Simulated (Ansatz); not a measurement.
# Decaying states in the gap of Cu2WSe2O2, part 2 of 3

A new crystal, Cu2WSe2O2: structure, gap and complex bands. It is built by putting O for part of the Se in the Cu2WSe4 structure of space group I-42m, with the volume rescaled by atomic radii. The parent structure comes from the Materials Project.

Ansatz 0.2.0; PBEsol DFT, plane waves, PAW files (the session's first sound run).

So far. Step 2 (Cell and atoms at rest): The largest force component on a free atom ends at 0.0054 eV/Å.

The structure was built from a prototype and need not be the compound's stable phase.

## Step 3: The bulk crystal and its band edges

The energy window and the wavevectors of the next steps follow from the band edges, so these are searched first, off the mesh as well.

The input, input.yaml:

```yaml
crystal:
  lattice:
    - [-2.652982819, 2.1356471462, 5.4519985358]
    - [2.652982819, -3.081783869, 5.9211300516]
    - [2.652982819, 3.081783869, -5.9211300516]
  atoms:
    - { symbol: Cu, position: [0.0, 0.5225458882, 0.5225458882] }
    - { symbol: Cu, position: [0.5, 0.0007587456, 0.5007587456] }
    - { symbol: W, position: [0.0, 0.0179575409, 0.0179575409] }
    - { symbol: O, position: [0.891204667, 0.2975136521, 0.0280937379] }
    - { symbol: Se, position: [0.4256697185, 0.8981172114, 0.0518876094] }
    - { symbol: Se, position: [0.5743302815, 0.6262178909, 0.4724474929] }
    - { symbol: O, position: [0.108795333, 0.1368890709, 0.4063089851] }
kpoints:
  mp_grid: { grid: [6, 6, 6] }
  band_path: { path: [VBM, CBM], npoints: 30 }
scf:
  occupations: { method: fixed }
hamiltonian:
  xc: pbesol
output:
  eigenvalues: true
  write_potential: true
  write_density: true
  volumetric_format: npy
  elf: true
```

Run with:

```
$ ansatz run input.yaml --threads 2 --pin off --max-ram 4096MiB --backend cpu --events-out ev --progress --plain --runs-dir out
```

Numbers of over 12 decimals in the logs are rounded to 6 here.

What it wrote:

```text
[...]
Crystal: 7 atoms, lattice volume = 156.246 Å³
Basis set: ecut = 420 eV, 3057 PW (Γ)
Bands: 58, of which v1, the nominal top of the filled ones, is band 48 counted from 1 (47 counted from 0)
Symmetry: 2 space group operations
[...]
k-points: 68 of 216 (time reversal used)
[...]
SCF iter   1: F=—  HF=-35403.972866 eV  |F-HF|=—  |Δ(HF+E_count)|=         —  Δρ=1.40e-2  dr2=2.62e-1  ethr=1.77e-3  ⟨swp⟩=5.0  Hψ=13032  notcnv=0  defer=538
[...]
SCF iter  11: F=-35403.928163 eV  HF=-35403.928163 eV  |F-HF|=2.01e-8  |Δ(HF+E_count)|=   2.62e-7  Δρ=4.69e-6  dr2=4.17e-8  ethr=1.04e-10  ⟨swp⟩=10.4  Hψ=15382  notcnv=0
SCF 1 converged in 11 iterations: F = -35403.928163 eV  dr2 = 4.17e-8
[...]
NSCF: frozen V_eff on 68 k-points
[...]
SCF converged after 11 iterations
Free energy (F): -35403.928163 eV
[...]
Internal energy: -35403.928163 eV  (E = F + TS)
E sigma→0 (E₀):  -35403.928163 eV
Fermi energy:    5.827414 eV
[...]
--- Band table (eV; the first three rows and the last of 68) ---
  k-point 0: bands = [... 44 lower, 4.5412, 5.0860, 5.2593, 5.5276, 7.8516, 8.0421, 8.2522, 8.2670, ... 6 higher]
  k-point 1: bands = [... 44 lower, 4.7225, 4.9061, 5.2024, 5.6056, 7.8649, 8.0887, 8.3632, 8.7814, ... 6 higher]
  k-point 2: bands = [... 44 lower, 4.5065, 5.2020, 5.3790, 5.7125, 7.9150, 8.0398, 8.6375, 9.2955, ... 6 higher]
  k-point 67: bands = [... 44 lower, 4.6675, 5.1871, 5.2357, 5.2795, 7.5919, 8.0232, 8.3742, 8.7830, ... 6 higher]
```

It took 55 s on 2 threads of Intel Xeon Platinum 8488C (Sapphire Rapids), shared host; peak memory 0.9 GiB.

This step gave:

- free energy: -35403.9282 eV
- Fermi energy: 5.827 eV
- gap on the k-mesh: 1.764 eV
- gap on path: 1.764 eV, by band count; negative where bands overlap
- direct gap on path: 2.157 eV
- edge places on path: 0, 1.073 1/A along the path

The electronic bands at the labelled points (eV, zero at the Fermi level (highest filled level under fixed occupations); v1 is the highest filled band, c1 the lowest empty one):

```
  point     v4     v3     v2     v1    c1    c2    c3    c4
    VBM  -1.44  -0.53  -0.27   0.00  2.17  2.18  2.93  3.60
halfway  -1.23  -0.77  -0.58  -0.26  2.10  2.26  2.73  3.21
    CBM  -1.16  -0.64  -0.59  -0.55  1.76  2.20  2.55  2.96
```

Valence density in the ab plane of the cell as run, not the conventional one, at fractional z = 0.018, with atoms of W and O and Se within 0.2 Å of it. It is the smooth field of the valence electrons, not physical close to the nuclei.

Values in e/Å³, 11 rows by 16 columns, each cell a mean:
```
 4  4  1  1  1  5 12  5  1  0  0  0  0  0  1  2
 0  0  0  0  1  4 17 14  3  0  0  0  0  0  0  0
 0  0  0  0  0  0  1  1  1  0  0  0  0  0  0  0
 0  0  0  0  0  0  0  0  0  0  0  0  0  0  0  0
 0  0  0  0  0  0  0  0  0  0  0  0  0  0  0  0
 0  0  0  0  0  0  0  0  0  0  0  0  0  0  0  0
 0  0  0  0  0  0  0  0  0  0  0  0  1  1  1  0
 1  0  0  0  0  0  0  0  0  0  0  0  1  4  6  3
 1  0  0  0  0  0  0  0  0  0  0  0  0  1  3  3
 2  1  0  0  0  0  0  0  0  0  0  0  0  1  2  3
 5  4  1  0  0  1  1  0  0  0  0  0  0  1  3  5
```
Columns run along a (6.4 Å), rows up along b (7.2 Å). Atoms in or near the plane, at fractional coordinates: W at (0.00, 0.02), O at (0.89, 0.30), Se at (0.43, 0.90).

Electrostatic potential energy in the ab plane of the cell as run, not the conventional one, at fractional z = 0.018, with atoms of W and O and Se within 0.2 Å of it. With pseudopotentials it is smooth inside the atoms' cores, unlike the true potential.

Ten even steps from '_' (-46 eV) to '@' (12 eV), each cell a mean:
```
____::**##++******##@@@@@@@@@@##==__
::::==####++####****%%@@@@@@@@@@##==
****##%%%%++**####**##@@@@@@@@@@@@%%
%%%%%%%%%%##++****++##@@@@@@@@@@@@@@
@@@@@@@@@@@@##**++**##@@@@@@@@@@@@@@
@@@@@@@@@@@@@@@@%%%%@@@@@@@@@@@@@@@@
@@@@@@@@@@@@@@@@@@@@@@@@@@@@@@@@@@@@
@@@@@@@@@@@@@@@@@@@@@@@@@@@@@@@@@@@@
@@@@@@@@@@@@@@@@@@@@@@@@@@@@@@@@@@@@
@@@@@@@@@@@@@@@@@@@@@@@@@@@@@@@@@@@@
@@@@@@@@@@@@@@@@@@@@@@@@@@@@@@@@@@@@
@@@@@@@@@@@@@@@@@@@@@@@@@@@@@@%%@@@@
@@@@@@@@@@@@@@@@@@@@@@@@@@@@**--==%%
@@@@@@@@@@@@@@@@@@@@@@@@@@@@==____==
%%@@@@@@@@@@@@@@@@@@@@@@@@@@##::__::
%%@@@@@@@@@@@@@@@@@@@@@@@@@@%%**--==
**%%@@@@@@@@@@@@@@@@@@@@@@@@%%##++==
..++##@@@@@@@@@@@@@@@@@@@@@@%%++::__
__..++%%@@%%%%@@@@@@@@@@@@@@%%==____
____::##%%##**##%%@@@@@@@@@@%%**..__
```
Columns run along a (6.4 Å; values clipped at the 3rd and 97th percentile), rows up along b (7.2 Å). Atoms in or near the plane, at fractional coordinates: W at (0.00, 0.02), O at (0.89, 0.30), Se at (0.43, 0.90).

ELF in the ab plane of the cell as run, not the conventional one, at fractional z = 0.018, with atoms of W and O and Se within 0.2 Å of it. It is the smooth field of the valence electrons, not physical close to the nuclei.

Ten even steps from '0' (0.00) to '9' (0.84), each cell a mean:
```
676488789972001147
774477437995001124
222367525997100111
001357767998300011
001235789998400000
000123578997400000
000001245665200000
000000011221000000
000000000000000000
000111000000001110
000233210000146652
200134421000379996
610024431000389999
830002321000279769
951000111000158758
851000000000125789
421122100000012345
632356642000011366
574488997400011485
166589999830011374
```
Columns run along a (6.4 Å), rows up along b (7.2 Å). Atoms in or near the plane, at fractional coordinates: W at (0.00, 0.02), O at (0.89, 0.30), Se at (0.43, 0.90).

The searched edges give 1.76 eV, as on the mesh.

## Step 4: Decaying states in the gap

This step: PBEsol DFT, plane waves, PAW files; complex bands by layer matching along the plane's normal (Ansatz 0.2.0).

The same crystal is laid in a cell whose first two vectors span the (001) plane (indices of the standard conventional cell, whose axes can be ordered otherwise than in the bulk input). At fixed energy and wavevector in the plane the solver finds all kz, real and complex. A few wavevectors are listed, (0, 0) and (-0.5, 0) in units of the plane's reciprocal vectors; the slowest state needn't be among them.

The input, input.yaml:

```yaml
crystal:
  lattice:
    - [6.428343068, 0.0, 0.0]
    - [2.18977667, 4.833026949, 0.0]
    - [1.335474356, -0.605084685, 5.029120355]
  atoms:
    - { symbol: Cu, position: [0.0, 0.5225458882, 0.0] }
    - { symbol: Cu, position: [0.0, 0.0007587456, 0.5] }
    - { symbol: W, position: [0.0, 0.0179575409, 0.0] }
    - { symbol: O, position: [0.1606245812, 0.1368890709, 0.7305800858] }
    - { symbol: Se, position: [0.2718993205, 0.6262178909, 0.153770398] }
    - { symbol: Se, position: [0.7281006795, 0.8981172114, 0.846229602] }
    - { symbol: O, position: [0.8393754188, 0.2975136521, 0.2694199142] }
kpoints:
  mp_grid: { grid: [6, 6, 6] }
scf:
  occupations: { method: fixed }
hamiltonian:
  xc: pbesol
output:
  eigenvalues: true
  transmission:
    leads: [[0, 0]]
    kpoints: [[0.0, 0.0], [-0.5, 0.0]]
    e_range: [-1.0, 2.76]
    de: 0.06
```

What it wrote:

```text
[...]
Crystal: 7 atoms, lattice volume = 156.246 Å³
Basis set: ecut = 420 eV, 3057 PW (Γ)
Bands: 58, of which v1, the nominal top of the filled ones, is band 48 counted from 1 (47 counted from 0)
Symmetry: 2 space group operations
[...]
k-points: 68 of 216 (time reversal used)
[...]
SCF iter   1: F=—  HF=-35403.972767 eV  |F-HF|=—  |Δ(HF+E_count)|=         —  Δρ=1.40e-2  dr2=2.62e-1  ethr=1.77e-3  ⟨swp⟩=5.0  Hψ=13010  notcnv=0  defer=538
[...]
SCF iter  11: F=-35403.928043 eV  HF=-35403.928043 eV  |F-HF|=2.10e-8  |Δ(HF+E_count)|=   2.67e-7  Δρ=4.73e-6  dr2=4.23e-8  ethr=1.04e-10  ⟨swp⟩=10.4  Hψ=15443  notcnv=0
SCF 1 converged in 11 iterations: F = -35403.928043 eV  dr2 = 4.23e-8
[...]
transmission: 8 of 16 steps passed
transmission: 16 of 16 steps passed
SCF converged after 11 iterations
Free energy (F): -35403.928043 eV
[...]
Internal energy: -35403.928043 eV  (E = F + TS)
E sigma→0 (E₀):  -35403.928043 eV
Fermi energy:    5.827404 eV
[...]
--- Band table (eV; the first three rows and the last of 68) ---
  k-point 0: bands = [... 44 lower, 4.5411, 5.0860, 5.2593, 5.5276, 7.8516, 8.0421, 8.2522, 8.2670, ... 6 higher]
  k-point 1: bands = [... 44 lower, 4.6470, 5.0369, 5.1186, 5.5538, 7.9470, 7.9741, 8.3123, 8.4987, ... 6 higher]
  k-point 2: bands = [... 44 lower, 4.6287, 4.9070, 5.0813, 5.5325, 7.7915, 8.0742, 8.4423, 9.0765, ... 6 higher]
  k-point 67: bands = [... 44 lower, 4.5531, 4.9111, 5.4551, 5.5825, 7.6579, 8.0473, 8.6633, 9.1886, ... 6 higher]
--- Transmission ---
  basis      : 271 plane waves across, 8 finite elements along
  points     : 2, as listed
  energies   : 63 from -1.000000 to 2.720000 eV about the Fermi level, 0.060000 eV apart; the leads are filled to 0.882250 eV, and channels, transmission and decay are at 0.860000 eV
  crystal 0  : O2Se2W1Cu2, at the sites [0, 0], period 5.0291 Å: whole cells are its period
    offset         : up to 0.0000 Å between an atom of the period and one for which it stands
    channels       : 0.000000e0 a spin
    conductance    : none, the energies end too early or step too widely for 300 K: set another output.transmission.e_range or a lower de, or, where they end at an eighth of basis.ecutwfc, a higher one
    slowest decay  : 0.3818 /Å at (0.0000, 0.0000)
```

The job ended after 90 s (2 threads; peak memory 0.98 GiB).

Numbers from this step:

| Property | Result |
| --- | --- |
| free energy | -35403.9280 eV |
| gap on the k-mesh | 1.765 eV |
| level to which the leads are filled | 0.8822 eV from the Fermi level |
| decay constant at the filling level, zone centre | 0.3818 Å⁻¹ |
| decay constant at the filling level, slowest listed point | 0.3818 Å⁻¹ |

K parallel (0, 0); values up to 1.5 1/Å, a degenerate pair printed once or twice; energies at which all values exceed this have no row. Table of Im kz of the slowest decaying states by energy, zero at the highest filled level on the SCF mesh:

```
energy (eV)  decay 1 (Å⁻¹)  decay 2 (Å⁻¹)  decay 3 (Å⁻¹)  decay 4 (Å⁻¹)
    -1.0000          0.152          0.213          0.343          0.474
    -0.7600          0.496          0.504          0.638          0.731
    -0.5200         0.0988          0.184          0.312          0.481
    -0.2200          0.226          0.401          0.610          0.717
     0.0200          0.373          0.476          0.636          0.731
     0.2600          0.384          0.563          0.668          0.742
     0.5000          0.388          0.614          0.730          0.749
     0.7400          0.386          0.654          0.669          0.751
     0.9800          0.355          0.398          0.622          0.692
     1.2200          0.318          0.404          0.575          0.705
     1.5200          0.267          0.396          0.511          0.619
     1.7600          0.209          0.281          0.381          0.524
     2.0000         0.0759          0.366          0.610          0.630
     2.2400          0.112          0.290          0.543          0.612
     2.4800          0.210          0.352          0.496          0.594
```

K parallel (-0.5, 0); values up to 1.5 1/Å, a degenerate pair printed once or twice; energies at which all values exceed this have no row. The Im kz of the slowest decaying states by energy, zero at the highest filled level on the SCF mesh:

```
energy (eV)  decay 1 (Å⁻¹)  decay 2 (Å⁻¹)  decay 3 (Å⁻¹)  decay 4 (Å⁻¹)
      -1.00          0.139          0.294          0.573          0.670
      -0.88          0.191          0.334          0.617          0.706
      -0.70          0.200          0.506          0.666          0.735
      -0.58         0.0712          0.109          0.564          0.685
      -0.40          0.314          0.623          0.663          0.710
      -0.28          0.226          0.354          0.640          0.649
      -0.10          0.362          0.395          0.410          0.617
       0.02          0.415          0.437          0.530          0.587
       0.20          0.437          0.530          0.550          0.643
       0.32          0.448          0.540          0.614          0.653
       0.50          0.458          0.531          0.634          0.637
       0.62          0.461          0.526          0.621          0.647
       0.80          0.458          0.520          0.601          0.655
       0.92          0.452          0.516          0.587          0.657
       1.10          0.435          0.510          0.565          0.654
       1.22          0.419          0.505          0.549          0.648
       1.40          0.383          0.496          0.521          0.573
       1.52          0.347          0.489          0.498          0.517
       1.70          0.228          0.409          0.454          0.480
       1.82          0.211          0.419          0.475          0.623
       2.00          0.314          0.370          0.476          0.581
       2.12          0.289          0.322          0.481          0.552
       2.30          0.297          0.312          0.313          0.489
       2.42          0.286          0.353          0.383          0.438
       2.60          0.268          0.409          0.438          0.446
       2.72          0.223          0.387          0.430          0.472
```

At the listed wavevectors the last open channel is at -0.28 eV and the next at +1.82 eV on the grid. At +0.86 eV, the grid energy nearest the filling level (the middle of the gap on the SCF mesh), the slowest state at the listed wavevectors decays with κ = 0.382 Å⁻¹, its amplitude falling by e over 2.6 Å. Through 1 nm of this crystal that state's transmission falls by exp(−2 × 0.382 Å⁻¹ × 10 Å) = 4.8e-4.

## Step 5: Decay over the two-dimensional zone

The listed points could miss the slowest state, so one energy near mid-gap is solved on a mesh of 8×8.

input.yaml: that of step 4 with these lines changed.

```diff
@@ -21,6 +21,2 @@
   eigenvalues: true
-  transmission:
-    leads: [[0, 0]]
-    kpoints: [[0.0, 0.0], [-0.5, 0.0]]
-    e_range: [-1.0, 2.76]
-    de: 0.06
+  transmission: { leads: [[0, 0]], kmesh: [8, 8], e_range: [0.88, 0.89], de: 0.05 }
```

What it wrote:

```text
[...]
Crystal: 7 atoms, lattice volume = 156.246 Å³
Basis set: ecut = 420 eV, 3057 PW (Γ)
Bands: 58, of which v1, the nominal top of the filled ones, is band 48 counted from 1 (47 counted from 0)
Symmetry: 2 space group operations
[...]
k-points: 68 of 216 (time reversal used)
[...]
SCF iter   1: F=—  HF=-35403.972767 eV  |F-HF|=—  |Δ(HF+E_count)|=         —  Δρ=1.40e-2  dr2=2.62e-1  ethr=1.77e-3  ⟨swp⟩=5.0  Hψ=13010  notcnv=0  defer=538
[...]
SCF iter  11: F=-35403.928043 eV  HF=-35403.928043 eV  |F-HF|=2.10e-8  |Δ(HF+E_count)|=   2.67e-7  Δρ=4.73e-6  dr2=4.23e-8  ethr=1.04e-10  ⟨swp⟩=10.4  Hψ=15443  notcnv=0
SCF 1 converged in 11 iterations: F = -35403.928043 eV  dr2 = 4.23e-8
[...]
transmission: 48 of 272 steps passed
transmission: 72 of 272 steps passed
[...]
transmission: 272 of 272 steps passed
SCF converged after 11 iterations
Free energy (F): -35403.928043 eV
[...]
Internal energy: -35403.928043 eV  (E = F + TS)
E sigma→0 (E₀):  -35403.928043 eV
Fermi energy:    5.827404 eV
[...]
--- Band table (eV; the first three rows and the last of 68) ---
  k-point 0: bands = [... 44 lower, 4.5411, 5.0860, 5.2593, 5.5276, 7.8516, 8.0421, 8.2522, 8.2670, ... 6 higher]
  k-point 1: bands = [... 44 lower, 4.6470, 5.0369, 5.1186, 5.5538, 7.9470, 7.9741, 8.3123, 8.4987, ... 6 higher]
  k-point 2: bands = [... 44 lower, 4.6287, 4.9070, 5.0813, 5.5325, 7.7915, 8.0742, 8.4423, 9.0765, ... 6 higher]
  k-point 67: bands = [... 44 lower, 4.5531, 4.9111, 5.4551, 5.5825, 7.6579, 8.0473, 8.6633, 9.1886, ... 6 higher]
--- Transmission ---
  basis      : 271 plane waves across, 8 finite elements along
  points     : 34, standing for a mesh of 8 x 8
  energies   : 1 from 0.880000 to 0.880000 eV about the Fermi level; the leads are filled to 0.882250 eV, and channels, transmission and decay are at 0.880000 eV
[...]
channels       : 0.000000e0 a spin
    conductance    : none, crystal 0 has no channel at the energies, or these end too early or step too widely for 300 K: set another output.transmission.e_range or a lower de, or, where they end at an eighth of basis.ecutwfc, a higher one
    slowest decay  : 0.3810 /Å at (0.0000, 0.0000)
```

Run time: 81 s. Hardware: 2 threads; peak memory 1.1 GiB; 2.6 min of CPU time.

Numbers from this step:

```yaml
least_decay_constant_on_the_mesh: 0.381 Å⁻¹
```

Slowest decay constant (1/Å; 0 where a channel is open) over k1 and k2. At 0.8800 eV from the Fermi level.

Ten even steps from '0' (0.381) to '9' (0.524):
```
66665665
59521312
88300003
53100013
83000038
52131259
65665666
44444444
```
Columns: k1 (b1) from -0.5 to 0.375; rows upwards: k2 (b2) from -0.5 to 0.375.

The least value on the mesh is 0.381 Å⁻¹ at +0.88 eV. At that energy the listed points give about 0.377 Å⁻¹ by interpolation, so the mesh holds no clearly slower state.

## Step 6: Band edges at another level

This step: PBEsol DFT, plane waves, JTH PAW files (Ansatz 0.2.0).

The edges again with JTH files, at the same atoms.

The input, input.yaml:

```yaml
crystal:
  lattice:
    - [-2.652982819, 2.1356471462, 5.4519985358]
    - [2.652982819, -3.081783869, 5.9211300516]
    - [2.652982819, 3.081783869, -5.9211300516]
  atoms:
    - { symbol: Cu, position: [0.0, 0.5225458882, 0.5225458882] }
    - { symbol: Cu, position: [0.5, 0.0007587456, 0.5007587456] }
    - { symbol: W, position: [0.0, 0.0179575409, 0.0179575409] }
    - { symbol: O, position: [0.891204667, 0.2975136521, 0.0280937379] }
    - { symbol: Se, position: [0.4256697185, 0.8981172114, 0.0518876094] }
    - { symbol: Se, position: [0.5743302815, 0.6262178909, 0.4724474929] }
    - { symbol: O, position: [0.108795333, 0.1368890709, 0.4063089851] }
kpoints:
  mp_grid: { grid: [6, 6, 6] }
  band_path: { path: [VBM, CBM], npoints: 30 }
scf:
  occupations: { method: fixed }
hamiltonian:
  xc: pbesol
  pseudopotentials: { kind: paw, source: jth }
output:
  eigenvalues: true
```

What it wrote:

```text
Error: inconsistent input (hamiltonian.pseudopotentials.source, hamiltonian.xc, hamiltonian.pseudopotentials.xc_functional): this build's library has no table of `source: jth` for `kind: paw` and the PBEsol files: it has one for `kind: paw` and the PBE files, or for `kind: paw` and the LDA files. Leave `source` out
```

Elapsed: 0.03 s, on 2 threads; peak memory 0.049 GiB.

The program refused the input before any cycle.

The program's message: “Error: inconsistent input (hamiltonian.pseudopotentials.source, hamiltonian.xc, hamiltonian.pseudopotentials.xc_functional): this build's library has no table of `source: jth` for `kind: paw` and the …”

(Continued in part 3 of 3.)

[Logs are printed without paths, hosts, clocks, repeated set-up lines and the standing remarks that a program may print on its own settings, such as how far it seeks lower states.]

[Hosts, paths, dates, database ids (printed as entryN), source tags and the programs' standing remarks are cut or masked in the printed files.]

[New means built here by substitution; the compound itself may be known and measured.]
